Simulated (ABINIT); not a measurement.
# Quasiparticle gap of NaF (Villiaumite) in ABINIT, part 3 of 3

Aim: the G0W0 gap of NaF (Villiaumite) on PBEsol, step by step.

ABINIT 10.8.3; PBEsol and many-body steps on it, plane waves. Known limits of the many-body steps: not at the basis limit; coarse k mesh.

So far. Step 4 (Empty states on the mesh, 4×4×4 mesh, 42 bands): On this mesh the gap is 6.181 eV. Step 5 (Screening, 4×4×4 mesh, 38 bands, screening to 130.6 eV): Local fields lower ε∞ by 4 %. On a Γ-centred mesh this coarse the value itself is usually too large, while a short band sum pulls it down.

## Step 6: Self-energy, 4×4×4 mesh, 38 bands, screening to 130.6 eV

The self-energy is evaluated for the states that the input lists, and the levels follow from it, in one-shot runs by the linearised quasiparticle equation.

This step: G0W0 on PBEsol, plane waves, norm-conserving pseudopotentials.

run.abi reads:

```
acell 3*1.0 Angstrom
rprim 
  -0.000000000000 2.320000000000 2.320000000000
  2.320000000000 -0.000000000000 2.320000000000
  2.320000000000 2.320000000000 -0.000000000000
ntypat 2
znucl 11 9
natom 2
typat 1 2
xred 
  0.000000000000 0.000000000000 0.000000000000
  0.500000000000 0.500000000000 0.500000000000
pp_dirpath "pseudos"
pseudos "Na.upf, F.upf"
ecut 38
ngkpt 4 4 4
nshiftk 1
shiftk 0 0 0
kptopt 1
chksymbreak 0
istwfk *1
occopt 1
irdwfk 1
optdriver 4
nband 38
gwcalctyp 0
ecutsigx 38
symsigma 1
nkptgw 1
kptgw 
  0.0000000000 0.0000000000 0.0000000000
bdgw 
  6 12
ecuteps 4.8
irdscr 1
ppmodel 1
indata_prefix "in"
outdata_prefix "out"
tmpdata_prefix "tmp"
```

Started as:

```bash
OMP_NUM_THREADS=1 mpirun -n 4 abinit run.abi > log
```

Numbers of over 12 decimals in the logs are rounded to 6 here.

The program printed:

```text
.Version 10.8.3 of ABINIT. v10.8.2 released Aug 2026.

 Symmetries : space group Fm -3 m (#225); Bravais cF (face-center cubic)
[... echo of the input left out ...]
== DATASET  1 ==================================================================
-   mpi_nproc: 4, omp_nthreads: 1 (-1 if OMP is not activated)

--- !DatasetInfo
iteration_state: {dtset: 1, }
dimensions: {natom: 2, nkpt: 8, mband: 38, nsppol: 1, nspinor: 1, nspden: 1, mpw: 1917, }
cutoff_energies: {ecut:  38.0, pawecutdg:  -1.0, }
electrons: {nelect:   1.60000000E+01, charge:   0.00000000E+00, occopt:   1.00000000E+00, tsmear:   1.00000000E-02, }

 SIGMA: Calculation of the GW corrections

 Based on a program developped by R.W. Godby, V. Olevano, G. Onida, and L. Reining.
 Incorporated in ABINIT by V. Olevano, G.-M. Rignanese, and M. Torrent.
.Using double precision arithmetic ; gwpc =  8

[... cell and pseudopotentials left out ...]
--------------------------------------------------------------------------------

 ==== K-mesh for the wavefunctions ====
 Number of points in the irreducible wedge :     8
[... list of points left out ...]
 Together with 48 symmetry operations and time-reversal symmetry
 yields    64 points in the full Brillouin Zone.

 ==== Q-mesh for screening function ====
 Number of points in the irreducible wedge :     8
[... list of points left out ...]
 Together with 48 symmetry operations and time-reversal symmetry
 yields    64 points in the full Brillouin Zone.

 vcoul_init : cutoff-mode = AUXILIARY_FUNCTION
 q-points for optical limit:   1
     1)      0.000010    0.000020    0.000030
 setmesh: FFT mesh size selected  =    36x   36x   36
          total number of points  =        46656

 Number of electrons calculated from density =   16.0000; Expected =   16.0000
 average of density, n =  0.094936
 r_s =    1.3599
 omega_plasma =   29.7215 [eV]

 === KS Band Gaps ===
  >>>> For spin  1
   Minimum direct gap =   6.1803 [eV], located at k-point      :   0.0000  0.0000  0.0000
   Fundamental gap    =   6.1803 [eV], Top of valence bands at :   0.0000  0.0000  0.0000
                                       Bottom of conduction at :   0.0000  0.0000  0.0000
 SIGMA fundamental parameters:
 PLASMON POLE MODEL  1
 number of plane-waves for SigmaX                 1917
 number of plane-waves for SigmaC and W             65
 number of plane-waves for wavefunctions          1917
 number of bands                                    38
 number of independent spin polarizations            1
 number of spinorial components                      1
 number of k-points in IBZ                           8
 number of q-points in IBZ                           8
 number of symmetry operations                      48
 number of k-points in BZ                           64
 number of q-points in BZ                           64
 number of frequencies for dSigma/dE                 9
 frequency step for dSigma/dE [eV]                0.25
 number of omega for Sigma on real axis              0
 max omega for Sigma on real axis  [eV]           0.00
 zcut for avoiding poles [eV]                     0.10

 EPSILON^-1 parameters (SCR file):
 dimension of the eps^-1 matrix on file             65
 dimension of the eps^-1 matrix used                65
 number of plane-waves for wavefunctions          1917
 number of bands                                    38
 number of q-points in IBZ                           8
 number of frequencies                               2
 number of real frequencies                          1
 number of imag frequencies                          1

 matrix elements of self-energy operator (all in [eV])

 Perturbative Calculation

--- !SelfEnergy_ee
iteration_state: {dtset: 1, }
kpoint     : [   0.000,    0.000,    0.000, ]
spin       : 1
KS_gap     :    6.180
QP_gap     :   10.466
Delta_QP_KS:    4.286
data: !SigmaeeData |
     Band     E0 <VxcDFT>   SigX SigC(E0)      Z dSigC/dE  Sig(E)    E-E0       E
        6  -1.485 -22.214 -30.057   4.655   0.824  -0.213 -24.842  -2.629  -4.113
        7  -1.485 -22.214 -30.057   4.655   0.824  -0.213 -24.842  -2.629  -4.113
        8  -1.485 -22.214 -30.057   4.655   0.824  -0.213 -24.842  -2.629  -4.113
        9   4.696  -9.609  -5.258  -2.520   0.905  -0.105  -7.951   1.657   6.353
       10  17.416  -7.362  -2.141  -2.940   0.904  -0.106  -5.299   2.063  19.479
       11  17.416  -7.362  -2.141  -2.940   0.904  -0.106  -5.299   2.063  19.479
       12  17.416  -7.362  -2.141  -2.940   0.904  -0.106  -5.299   2.063  19.479

== END DATASET(S) ==============================================================
================================================================================

 -outvars: echo values of variables after computation  --------
           etotal      0.0000000000E+00
            nband          38
             nkpt           8
          spgroup         225
 [... the other variables as echoed above ...]

 Calculation completed.
```

It took 2.1 s on 4 MPI ranks of Arm Neoverse V2, shared host; peak memory 0.12 GiB; 7.9 s of CPU time.

This step gave:

```
G0W0 gap on the points computed              : 10.47 eV
starting gap on the mesh                     : 6.181 eV
k of the valence top                         : 0, 0, 0
k of the conduction bottom                   : 0, 0, 0
Z at the valence top                         : 0.824
Z at the conduction bottom                   : 0.905
least direct G0W0 gap on the computed points : 10.47 eV
```

The gap on the mesh goes from 6.18 eV to 10.47 eV, a correction of +4.29 eV.

Limits: finite bands, cutoff and mesh; coarse k mesh. v1 is the top filled band, c1 the lowest empty one. Levels before and after the correction, in eV, zero at the valence-band top of each column:

```csv
,conduction bottom,valence top
Kohn-Sham,6.18,0.00
G0W0,10.47,0.00
```

```csv
,level,energy (eV)
Kohn-Sham,Γ v3-v1,0.000
Kohn-Sham,Γ c1,6.181
Kohn-Sham,Γ c2-c4,18.901
G0W0,Γ v3-v1,0.000
G0W0,Γ c1,10.466
G0W0,Γ c2-c4,23.592
```

## Step 7: Where the time went

Times are wall times on 4 MPI ranks of Arm Neoverse V2, shared host, good to a factor of about two.

```csv
step,time,share,memory (GiB)
ground state,7.3 s,32 %,0.28
bands along the symmetry lines,5 s,22 %,0.26
empty states on the mesh,3.8 s,17 %,0.25
screening,4.3 s,19 %,0.4
self-energy,2.1 s,9 %,0.12
```

## Step 8: Results

- PBEsol gap: 6.18 eV, direct
- G0W0 gap on the mesh: 10.47 eV
- GW settings: 4×4×4 mesh, 38 bands, screening to 130.6 eV, Godby-Needs plasmon pole
- known limits: not at the basis limit; coarse k mesh

What this shows: G0W0 moves the gap on the mesh from 6.18 eV to 10.47 eV (+4.29 eV), with Z of 0.82 and 0.91 at the edges. Local fields lower the RPA ε∞ on this mesh from 1.90 to 1.81; a Γ-centred mesh this coarse tends to raise both, most where the direct gap is narrow, while a short band sum lowers them. Only 1 of the mesh's irreducible points was corrected, so a valley elsewhere could overtake. Bands and cutoff are finite, so the gap is not at the basis limit. The miss can reach some tenths of an eV and take either sign; the mesh is an error of its own. In the G0W0 run levels were corrected at 1 k point alone, so a gap called «on the mesh» is the least over those, and an edge elsewhere would be missed. The 4×4×4 mesh is coarse for this cell, which bears on the long-range parts of exchange and screening.

[Paths, hosts, dates, memory and timing lines, banners, echoed tables and standing remarks are left out of the program output.]

[Logs are printed without paths, hosts, clocks, repeated set-up lines and the standing remarks that a program may print on its own settings, such as how far it seeks lower states.]

[Runs of the session that timed out or met a known fault of the program may be left out.]

[Hosts, paths, dates, database ids (printed as entryN), source tags and the programs' standing remarks are cut or masked in the printed files.]

[G0W0 gaps are taken among the corrected bands and points alone; a level outside them can change the order at an edge.]

[Where Ansatz stands beside ABINIT at settings called matched, ABINIT's density can come from a denser mesh and the files from another edition; pairs whose starting gaps differed by over 0.03 eV were left out, so agreement reads better than it is.]
